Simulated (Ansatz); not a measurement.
# Random alloy of the diamond Si-Ge line, x = 0.375 (64 atoms): geometry optimisation

How does random alloy of the diamond Si-Ge line, x = 0.375 (64 atoms) relax, and what do bonds, charges and levels look like afterwards?

Main program and level: Ansatz 0.2.0; Kohn-Sham DFT, PBE, PAW (set soft_2), plane waves.

### 1. The starting structure

The cell holds 64 atoms: 24 Ge and 40 Si. Its edges and angles: a = 11.156 Å, b = 11.156 Å, c = 11.156 Å, α = 90.0°, β = 90.0°, γ = 90.0°. It derives from Si and Ge (diamond Si-Ge), repeated 2×2×2. Diamond Si-Ge: 64 atoms, 24 of 64 Si sites given to Ge at random, cell and internal coordinates interpolated linearly between the end members (Vegard's rule); not relaxed, displaced by a Gaussian of 0.02 Å. Lattice constants are starting values near those of PBE.

Before any run, some limits are plain. The host structure and its lattice constant were typed by rule, without a check against the phase diagram. Only the Γ point is sampled in the main run, in a cell whose shortest periodic width is 11 Å.

### 2. Single point at the start

The forces at the start show how far the geometry lies from a minimum of this functional.

File input.yaml:

```yaml
crystal:
  lattice:
    - [11.15625, 0.0, 0.0]
    - [0.0, 11.15625, 0.0]
    - [0.0, 0.0, 11.15625]
  atoms:
    - { symbol: Ge, position: [0.99925, 0.9999, 0.99617] }
    - { symbol: Si, position: [0.12794, 0.12178, 0.12349] }
    - { symbol: Si, position: [0.0009, 0.24777, 0.2481] }
    - { symbol: Ge, position: [0.12337, 0.37599, 0.37911] }
    - { symbol: Si, position: [0.25007, 0.998, 0.25097] }
    - { symbol: Si, position: [0.37393, 0.12497, 0.37711] }
    - { symbol: Ge, position: [0.24866, 0.25002, 0.99843] }
    - { symbol: Si, position: [0.37472, 0.37546, 0.12323] }
    - { symbol: Si, position: [0.99939, 0.99958, 0.49886] }
    - { symbol: Si, position: [0.12287, 0.12245, 0.62472] }
    - { symbol: Si, position: [0.99952, 0.254, 0.74564] }
    - { symbol: Ge, position: [0.1252, 0.37566, 0.87744] }
    - { symbol: Si, position: [0.2509, 0.99849, 0.75] }
    - { symbol: Si, position: [0.37597, 0.12444, 0.87638] }
    - { symbol: Ge, position: [0.24665, 0.2531, 0.50263] }
    - { symbol: Ge, position: [0.3744, 0.3761, 0.62509] }
    - { symbol: Si, position: [0.99851, 0.50016, 0.00179] }
    - { symbol: Si, position: [0.12432, 0.62433, 0.12487] }
    - { symbol: Si, position: [0.00078, 0.75229, 0.24886] }
    - { symbol: Ge, position: [0.12591, 0.87539, 0.37167] }
    - { symbol: Si, position: [0.24925, 0.49976, 0.24993] }
    - { symbol: Ge, position: [0.37558, 0.62134, 0.37508] }
    - { symbol: Si, position: [0.24879, 0.74742, 0.00094] }
    - { symbol: Si, position: [0.37632, 0.87383, 0.12651] }
    - { symbol: Si, position: [0.99932, 0.50012, 0.49803] }
    - { symbol: Si, position: [0.12784, 0.62023, 0.62484] }
    - { symbol: Si, position: [0.00125, 0.74635, 0.74966] }
    - { symbol: Ge, position: [0.12486, 0.87648, 0.87724] }
    - { symbol: Si, position: [0.24928, 0.49752, 0.75245] }
    - { symbol: Ge, position: [0.37718, 0.62417, 0.87563] }
    - { symbol: Si, position: [0.25068, 0.75102, 0.50037] }
    - { symbol: Ge, position: [0.37752, 0.87188, 0.62687] }
    - { symbol: Si, position: [0.50068, 0.99961, 0.0021] }
    - { symbol: Ge, position: [0.6208, 0.12708, 0.12569] }
    - { symbol: Ge, position: [0.49797, 0.25078, 0.24945] }
    - { symbol: Ge, position: [0.62963, 0.37829, 0.37579] }
    - { symbol: Ge, position: [0.74871, 0.99895, 0.24942] }
    - { symbol: Si, position: [0.874, 0.12338, 0.37394] }
    - { symbol: Si, position: [0.7495, 0.24907, 0.99875] }
    - { symbol: Ge, position: [0.87333, 0.37957, 0.12236] }
    - { symbol: Si, position: [0.49817, 0.00078, 0.49942] }
    - { symbol: Si, position: [0.62576, 0.12643, 0.62726] }
    - { symbol: Si, position: [0.50135, 0.24822, 0.75199] }
    - { symbol: Si, position: [0.62184, 0.37479, 0.87411] }
    - { symbol: Si, position: [0.7481, 0.00106, 0.74967] }
    - { symbol: Si, position: [0.87683, 0.12234, 0.87652] }
    - { symbol: Si, position: [0.75089, 0.25023, 0.49746] }
    - { symbol: Ge, position: [0.87455, 0.37223, 0.62127] }
    - { symbol: Si, position: [0.50588, 0.50174, 0.00321] }
    - { symbol: Si, position: [0.62423, 0.62625, 0.12625] }
    - { symbol: Ge, position: [0.50108, 0.75001, 0.24959] }
    - { symbol: Ge, position: [0.62129, 0.87609, 0.37576] }
    - { symbol: Si, position: [0.752, 0.49951, 0.25312] }
    - { symbol: Si, position: [0.8742, 0.62275, 0.37668] }
    - { symbol: Ge, position: [0.74916, 0.74775, 0.00022] }
    - { symbol: Si, position: [0.87636, 0.87543, 0.12589] }
    - { symbol: Si, position: [0.50737, 0.50147, 0.50275] }
    - { symbol: Si, position: [0.62144, 0.62565, 0.62639] }
    - { symbol: Ge, position: [0.49935, 0.74843, 0.75071] }
    - { symbol: Ge, position: [0.62444, 0.87394, 0.87706] }
    - { symbol: Ge, position: [0.75239, 0.50054, 0.74919] }
    - { symbol: Si, position: [0.87592, 0.62649, 0.87613] }
    - { symbol: Si, position: [0.74739, 0.74939, 0.50064] }
    - { symbol: Ge, position: [0.87612, 0.87672, 0.62636] }
kpoints:
  mp_grid: { grid: [1, 1, 1] }
hamiltonian:
  xc: pbe
scf:
  occupations: { method: fermi_dirac, width: 0.025 }
output:
  forces: true
```

Started as:

```bash
$ ansatz run input.yaml --threads 4 --pin off --max-ram 8192MiB --backend cpu --events-out ev --progress --plain --runs-dir out
```

The log of the run:

```text
Engine: ansatz 0.2.0, x86_64-unknown-linux-gnu
Pseudopotentials: kind: paw
Pseudopotential: Ge, paw, valence charge 14, recommended cutoff 420 eV (normal), Ge.paw.azcp
Pseudopotential: Si, paw, valence charge 4, recommended cutoff 420 eV (normal), Si.paw.azcp
[... 5 lines on functional and potentials left out ...]
Crystal: 64 atoms, lattice volume = 1388.528 Å³
Basis set: ecut = 420 eV, 27201 PW (Γ), exchange–correlation on 150×150×150 points (8 copies of the dense FFT grid, shifted against one another)
Bands: 312, of which v1, the nominal top of the filled ones, is band 248 counted from 1 (247 counted from 0)
Symmetry: 1 space group operations
Space group: P1 (ITA 1), of the structure as read, at distance tolerance 1.1e-4 Å
k-points: 1
[... 5 lines on functional and potentials left out ...]
Initial density: superposition of atomic densities (neutral atoms: chi_scale 0, normalization atom), corrected by the library's trained network
Initial wavefunctions: pseudopotential atomic-orbital guess
Functional: x = pbe(κ = 0.804, μ = 0.219515), c = pbe(β = 0.066725)
SCF iter   1: F=—  HF=-128502.666787 eV  |F-HF|=—  |Δ(HF+E_count)|=         —  Δρ=1.90e-3  dr2=6.68e-2  ethr=1.77e-3  ⟨swp⟩=7.0  Hψ=1330  notcnv=0  defer=18
preconditioner: auto → Resta (q_TF=auto, 2.298 Å⁻¹)  ε∞=5.0  [insulator: Δε(μ)=0.573 eV  Ē_g=7.926 eV  σ=0.025 eV  W_gap=1.00  n_scr=256 (ndim 8)  ℏωp=15.9 eV  f_vac=0.000  D(μ)=0.00/eV (n_scr^D=0)  ε∞_Penn≈5.0]
SCF iter   2: F=—  HF=-128502.647307 eV  |F-HF|=—  |Δ(HF+E_count)|=   1.95e-2  Δρ=1.10e-3  dr2=2.46e-2  ethr=1.35e-5  ⟨swp⟩=2.0  Hψ=479  notcnv=0  defer=46
SCF iter   3: F=—  HF=-128502.648641 eV  |F-HF|=—  |Δ(HF+E_count)|=   1.33e-3  Δρ=6.72e-4  dr2=5.81e-3  ethr=4.96e-6  ⟨swp⟩=2.0  Hψ=512  notcnv=0  defer=21
automatic band count: iteration 3 solves 287 bands in place of 312: the levels show a gap, and the empty bands left out lie too high to hold charge; the band table lists the bands solved (type scf.n_extra_bands for more)
SCF iter   4: F=—  HF=-128502.643946 eV  |F-HF|=—  |Δ(HF+E_count)|=   4.70e-3  Δρ=2.03e-4  dr2=6.36e-4  ethr=1.17e-6  ⟨swp⟩=2.0  Hψ=512  notcnv=0  defer=21
SCF iter   5: F=—  HF=-128502.644148 eV  |F-HF|=—  |Δ(HF+E_count)|=   2.01e-4  Δρ=6.13e-5  dr2=4.82e-5  ethr=1.28e-7  ⟨swp⟩=2.0  Hψ=512  notcnv=0  defer=21
SCF iter   6: F=—  HF=-128502.643428 eV  |F-HF|=—  |Δ(HF+E_count)|=   7.20e-4  Δρ=1.18e-5  dr2=2.09e-6  ethr=9.72e-9  ⟨swp⟩=2.0  Hψ=512  notcnv=0  defer=21
SCF iter   7: F=—  HF=-128502.643433 eV  |F-HF|=—  |Δ(HF+E_count)|=   4.88e-6  Δρ=3.37e-6  dr2=2.20e-7  ethr=4.22e-10  ⟨swp⟩=2.0  Hψ=512  notcnv=0  defer=21
SCF iter   8: F=-128502.643433 eV  HF=-128502.643433 eV  |F-HF|=7.74e-9  |Δ(HF+E_count)|=   1.57e-8  Δρ=1.28e-6  dr2=1.85e-8  ethr=2.02e-11  ⟨swp⟩=4.0  Hψ=913  notcnv=0
SCF 1 converged in 8 iterations: F = -128502.643433 eV  dr2 = 1.85e-8
  greatest PAW one-centre occupation: 0.998 electrons in one spin orbital (limit 2), on the Ge atom at site 58 (counted from 0), in its partial waves of l = 2
SCF converged after 8 iterations
Free energy (F): -128502.643433 eV
Harris-Foulkes:  -128502.643433 eV  (|F-HF|=7.74e-9)
Internal energy: -128502.643412 eV  (E = F + TS)
E sigma→0 (E₀):  -128502.643422 eV
Entropy (-TS):   -0.000020 eV (-0.000 meV/atom)
Fermi energy:    7.173494 eV
--- Per-component energies (eV) ---
  E_band       = -3753.267933
  E_kinetic    = 4280.081494
  E_local      = -72035.663301  (includes V_loc(G=0)·N_el)
  E_nonlocal   = 11088.259054
  E_hartree    = 31984.222407
  E_xc         = -4008.088199
  E_vxc        = -3404.578631  (∫ρ·V_xc dr)
  E_paw        = -69008.523367  (= ΣΔE_a)
  E_vpaw       = -7649.827848  (= ΣTr[D̂ρ^β])
  E_aug_tail   = 0.007813  (compensation charges beyond the density's cutoff)
  E_ewald      = -30802.939314
  E_smearing   = -0.000020  (= −TS)
  E_closure    = -0.000000  (closes the sum)
  Σ components = -128502.643433   (vs F -128502.643433, Δ=0.00e0)
--- Forces (eV/Å), atoms counted from 1 ---
  atom   1  Ge    -0.09974629     0.18092431     1.01974995
  atom   2  Si    -0.30984449     0.14110134     0.51174238
  atom   3  Si    -0.07118396    -0.16753335     0.02469172
  atom   4  Ge    -0.27339969     0.09267362    -1.09339870
  atom   5  Si     0.59357912     0.49161956    -0.42639106
  atom   6  Si    -0.25528052    -0.17655216    -0.09601511
  atom   7  Ge     0.58651148    -0.42320860     0.46761507
  atom   8  Si    -0.02494037     0.58360105     0.07395024
  atom   9  Si     0.05139126     0.41424599    -0.09595385
  atom  10  Si    -0.03536274     0.03188251     0.31013017
  atom  11  Si     0.13636206    -1.10402073     0.63104765
  atom  12  Ge    -0.68792637     0.23904801    -0.55023464
  atom  13  Si     0.00422411     0.54655200     0.04190513
  atom  14  Si     0.16358418    -0.35610832    -0.35499510
[...]
atom  63  Si     0.10032594    -0.27890975     0.10675157
  atom  64  Ge    -0.18772208    -0.38903951    -0.11832425
  max |Σ_I F_I| component: 3.23e-6 eV/Å
```

The job ended after 11 s (4 threads of AMD EPYC 7R43, shared host; peak memory 1.5 GiB; 35 s of CPU time).

The column dr2 measures how far the density is from self-consistency, as an energy; F and HF (Harris–Foulkes) agree once it is small.

Numbers from this run:

```yaml
free_energy: -128502.6434 eV
free_energy_per_atom: -2007.8538 eV/atom
scf_cycles: 8
r_m_s_force_component: 0.4016 eV/Å
longest_force: 1.393 eV/Å
fermi_energy: 7.173 eV
```

The r.m.s. force component of 0.40 eV/Å sets the starting point.

Length of the force by element and coordination:

```
element  coordination  atoms  mean length of the force (eV/Å)  spread  least  most
     Ge           all     24                            0.726   0.248  0.381  1.15
     Si           all     40                            0.591   0.267  0.151  1.39
```

### 3. Cell and atoms relaxed

The cell is relaxed with the atoms, since the starting lattice needn't suit this functional.

input.yaml, as its differences from that of step 2:

```diff
@@ -15 +15,5 @@
   forces: true
+relax:
+  f_tol: 0.04
+  max_steps: 150
+  cell: {}
```

The log of the run:

```text
[...]
Crystal: 64 atoms, lattice volume = 1388.528 Å³
Basis set: ecut = 420 eV, 27201 PW (Γ), exchange–correlation on 150×150×150 points (8 copies of the dense FFT grid, shifted against one another)
Bands: 312, of which v1, the nominal top of the filled ones, is band 248 counted from 1 (247 counted from 0)
Symmetry: 1 space group operations
[...]
k-points: 1
[...]
SCF iter   1: F=—  HF=-128502.666787 eV  |F-HF|=—  |Δ(HF+E_count)|=         —  Δρ=1.90e-3  dr2=6.68e-2  ethr=1.77e-3  ⟨swp⟩=7.0  Hψ=1330  notcnv=0  defer=18
[...]
SCF iter   8: F=-128502.643433 eV  HF=-128502.643433 eV  |F-HF|=4.51e-10  |Δ(HF+E_count)|=   4.44e-8  Δρ=1.32e-6  dr2=1.94e-8  ethr=2.02e-11  ⟨swp⟩=4.0  Hψ=930  notcnv=0
SCF 1 converged in 8 iterations: F = -128502.643433 eV  dr2 = 1.94e-8
[...]
relax step   1: F+E_penalty+E_count = -128502.64343258 eV  Δ(F+E_penalty+E_count) = +0.000e0 eV  max|allowed force component| = 1.104e0 eV/Å  Δτ_max = 0.0000 Å  P = +0.094 GPa  Ω = 1388.528 Å³  (8 SCF iters, dr2 threshold 1.00e-7 eV, accepted)
[...]
relax step   2: F+E_penalty+E_count = -128503.65766297 eV  Δ(F+E_penalty+E_count) = -1.014e0 eV  max|allowed force component| = 2.629e-1 eV/Å  Δτ_max = 0.1133 Å  P = +0.030 GPa  Ω = 1387.137 Å³  energy of the carried Pulay correction = +1.915e-4 eV  (7 SCF iters, dr2 threshold 6.40e-6 eV, accepted)
[...]
relax step   3: F+E_penalty+E_count = -128503.70294860 eV  Δ(F+E_penalty+E_count) = -4.529e-2 eV  max|allowed force component| = 1.908e-2 eV/Å  Δτ_max = 0.0225 Å  P = +0.007 GPa  Ω = 1387.650 Å³  energy of the carried Pulay correction = +1.209e-4 eV  (5 SCF iters, dr2 threshold 4.32e-6 eV, accepted)
[...]
relax step   4: F+E_penalty+E_count = -128503.70295292 eV  Δ(F+E_penalty+E_count) = -4.321e-6 eV  max|allowed force component| = 1.910e-2 eV/Å  Δτ_max = 0.0000 Å  P = +0.007 GPa  Ω = 1387.650 Å³  stress off target by 3.18e-2 GPa  SCF on the basis re-selected at this cell (its energy is not comparable with the rows above)  (6 SCF iters)
basis re-selected at this cell: Δ(F+E_penalty+E_count) = -4.321e-6 eV, ΔP = -0.000 GPa vs the last step (what re-selecting the basis moved, of the pressure what is left beyond the Pulay correction that the steps carried, after the strain that the cell walked since its last selection, [...]
SCF converged after 6 iterations
Free energy (F): -128503.702953 eV
[...]
Internal energy: -128503.702868 eV  (E = F + TS)
E sigma→0 (E₀):  -128503.702910 eV
Entropy (-TS):   -0.000085 eV (-0.001 meV/atom)
Fermi energy:    7.113010 eV
[...]
--- Forces (eV/Å), atoms counted from 1 ---
  atom   1  Ge     0.01263171    -0.00201428    -0.00052835
  atom   2  Si    -0.00600364    -0.00250969    -0.00572307
  atom   3  Si    -0.00272844     0.00584939    -0.00338316
  atom   4  Ge    -0.00260615    -0.00268486    -0.00463226
  atom   5  Si     0.00576696    -0.00102404     0.00086756
  atom   6  Si    -0.00138716     0.00029654     0.00063512
  atom   7  Ge    -0.00240585    -0.00031192     0.00620839
  atom   8  Si    -0.00197035     0.00844008    -0.00202137
  atom   9  Si    -0.00009836    -0.00362612     0.00302907
  atom  10  Si    -0.00487973     0.00166855     0.00146479
  atom  11  Si     0.00187646     0.00200043    -0.00292279
  atom  12  Ge     0.00813034     0.00006498     0.00083450
  atom  13  Si    -0.00145172     0.00468883     0.00450863
  atom  14  Si     0.00340234    -0.00160070    -0.00103421
[...]
atom  63  Si     0.00637247     0.00352785     0.00372362
  atom  64  Ge     0.00263498     0.00027138    -0.00074037
  max |Σ_I F_I| component: 4.65e-7 eV/Å
--- Stress (GPa, compression-positive) ---
        0.010440       0.015965      -0.009665
        0.015965       0.009855      -0.009210
       -0.009665      -0.009210       0.000496
  P = ⅓ Tr σ = 0.0069 GPa (0.069 kbar)
--- Relaxed structure (3 steps of the walk, 3 accepted, 1 SCFs on fresh bases) ---
  F+E_penalty+E_count = -128503.70295292 eV   max|allowed force component| = 1.910e-2 eV/Å   (the final SCF, on the basis selected at the relaxed cell)
  cell:  # Å, volume = 1387.6498 Å³
    - [11.155845, -0.00130659, -0.00121109]
    - [-0.00130659, 11.148984, 0.00115676]
    - [-0.00121109, 0.00115676, 11.156863]
  atoms:
    - { symbol: Ge, position: [0.997978, 1.001837, 1.002273] }
    - { symbol: Si, position: [0.125504, 0.125023, 0.129578] }
    - { symbol: Si, position: [-0.000635468, 0.247424, 0.250767] }
    - { symbol: Ge, position: [0.123417, 0.376603, 0.372403] }
[...]
- { symbol: Ge, position: [0.874772, 0.874458, 0.625778] }
```

Wall time 33 s (4 threads); peak memory 1.6 GiB; 2.1 min of CPU time.

Step by step:

```
step  energy less that of the first step (eV)  largest force component (eV/Å)  pressure (GPa)  volume (Å³)
   1                                   0.0000                          1.1040            0.09      1388.53
   2                                  -1.0142                          0.2629            0.03      1387.14
   3                                  -1.0595                          0.0191            0.01      1387.65
  4*                                  -1.0595                          0.0191            0.01      1387.65
```

Relaxation steps marked * repeat the geometry before them on a plane-wave basis chosen anew for their cell, so energy and pressure can jump there.

```
     cell as run  before   after  change
           a (Å)  11.156  11.156  -0.0 %
           b (Å)  11.156  11.149  -0.1 %
           c (Å)  11.156  11.157  +0.0 %
           α (°)   90.00   89.99  -0.0 %
           β (°)   90.00   90.01  +0.0 %
           γ (°)   90.00   90.01  +0.0 %
volume (Å³/atom)   21.70   21.68  -0.1 %
```

The atoms that moved most (Å, as changes of fractional coordinates times the final cell):

```
atom      dx      dy      dz  length
Ge32  -0.062   0.068  -0.050   0.105
Si11   0.000  -0.087   0.047   0.099
Ge15   0.032  -0.078  -0.018   0.087
 Si2  -0.027   0.036   0.068   0.082
Si46  -0.044   0.055  -0.039   0.080
Ge34   0.042  -0.030  -0.055   0.075
Si49  -0.044  -0.061  -0.005   0.075
Ge37   0.072   0.011   0.019   0.075
```

The relaxation changed the energy by -16.6 meV/atom, and atoms moved by 0.055 Å r.m.s., 0.10 Å at most.

### 4. Structure statistics after relaxation

Bonds before and after, by the cutoffs listed below:

```
 pair  bonds before  bonds after  mean before (Å)  mean after (Å)  spread before (Å)  spread after (Å)
Si-Si            47           47            2.414           2.381              0.028             0.007
Si-Ge            66           66            2.418           2.426              0.028             0.008
Ge-Ge            15           15            2.411           2.475              0.031             0.006
```

Density 3.43 g/cm³, 21.68 Å³ an atom.

g(r), total and by pair (bins of 0.1 Å):

```
r (Å)  total  Si-Si  Si-Ge  Ge-Ge
 2.25   0.00   0.00   0.00   0.00
 2.35   4.49  11.50   0.00   0.00
 2.45   7.37   0.00  12.90   9.39
 2.55   0.00   0.00   0.00   0.00
 2.65   0.00   0.00   0.00   0.00
 2.75   0.00   0.00   0.00   0.00
 2.85   0.00   0.00   0.00   0.00
 2.95   0.00   0.00   0.00   0.00
 3.05   0.00   0.00   0.00   0.00
 3.15   0.00   0.00   0.00   0.00
 3.25   0.00   0.00   0.00   0.00
 3.35   0.00   0.00   0.00   0.00
 3.45   0.00   0.00   0.00   0.00
 3.55   0.00   0.00   0.00   0.00
 3.65   0.00   0.00   0.00   0.00
 3.75   0.00   0.00   0.00   0.00
 3.85   2.05   2.67   1.92   0.77
 3.95   9.78   8.60  11.10   8.65
 4.05   1.50   1.19   1.78   1.42
 4.15   0.00   0.00   0.00   0.00
 4.25   0.00   0.00   0.00   0.00
 4.35   0.00   0.00   0.00   0.00
 4.45   0.00   0.00   0.00   0.00
 4.55   2.66   1.85   3.14   3.30
 4.65   6.93   7.55   6.67   6.07
 4.75   0.10   0.12   0.10   0.00
 4.85   0.00   0.00   0.00   0.00
 4.95   0.00   0.00   0.00   0.00
 5.05   0.00   0.00   0.00   0.00
 5.15   0.00   0.00   0.00   0.00
 5.25   0.00   0.00   0.00   0.00
 5.35   0.00   0.00   0.00   0.00
 5.45   0.00   0.00   0.00   0.00
 5.55   2.63   2.94   2.01   3.84
 5.65   0.70   0.79   0.65   0.61
 5.75   0.00   0.00   0.00   0.00
 5.85   0.00   0.00   0.00   0.00
 5.95   0.05   0.08   0.03   0.00
 6.05   4.00   3.65   4.36   3.76
 6.15   1.56   1.73   1.47   1.43
 6.25   0.00   0.00   0.00   0.00
 6.35   0.00   0.00   0.00   0.00
 6.45   0.00   0.00   0.00   0.00
 6.55   0.00   0.00   0.00   0.00
```

Bonds by pair of elements; cutoffs follow the first minimum of g(r), held within bounds set by covalent radii, and pairs that aren't listed don't count as bonded:

```
pair A-B  cutoff (Å)  bonds  mean length (Å)  spread (Å)  shortest (Å)  B about A  A about B
   Si-Si        2.77     47             2.38       0.007          2.37       2.35       2.35
   Si-Ge        2.83     66             2.43       0.008          2.41       1.65       2.75
   Ge-Ge        2.88     15             2.48       0.006          2.46       1.25       1.25
```

How many atoms have how many bonded neighbours:

```
element  mean   4
     Ge     4  24
     Si     4  40
```

Bond angles, per cent of each kind in bins of 5°:

```
angle (°)  Ge-Si-Si  Si-Si-Si  Ge-Ge-Si  Si-Ge-Si  Ge-Si-Ge
  105–110      78.5      40.8      88.6      39.1      97.1
  110–115      21.5      59.2      11.4      60.9       2.9
```

Bond angles (no mean is given where the spread exceeds 20°):

```
   angle  count  mean (°)  spread (°)
Ge-Si-Si    130       109         0.8
Si-Si-Si     76       110         0.9
Ge-Ge-Si     70       109         0.8
Si-Ge-Si     64       110           1
Ge-Si-Ge     34       108         0.8
```

Rings of the network by King's shortest-path rule, up to 12 atoms, one path for each pair of neighbours; H, halogens, alkali and alkaline-earth atoms are left out:

```
ring size (atoms)  rings  per network atom
                6    128                 2
```

First main peaks of g(r), for some of the pairs, lie near 2.38 Å (Si-Si), 2.43 Å (Si-Ge) and 2.48 Å (Ge-Ge). With the cutoffs above, all Ge atoms have 4 and all Si atoms have 4 bonded neighbours. The Ge-Si-Si angle averages 109° with a spread of 0.8°. All rings counted have 6 atoms.

[end of part 1 of 3]

[Long decimals in the printed logs are rounded to 6 places.]

[Logs are printed without paths, hosts, clocks, repeated set-up lines and the standing remarks that a program may print on its own settings, such as how far it seeks lower states.]

[Hosts, paths, dates, database ids (printed as entryN), source tags and the programs' standing remarks are cut or masked in the printed files.]

[A walk said to have stopped at its limit may instead have ended on an SCF cycle that didn't converge.]
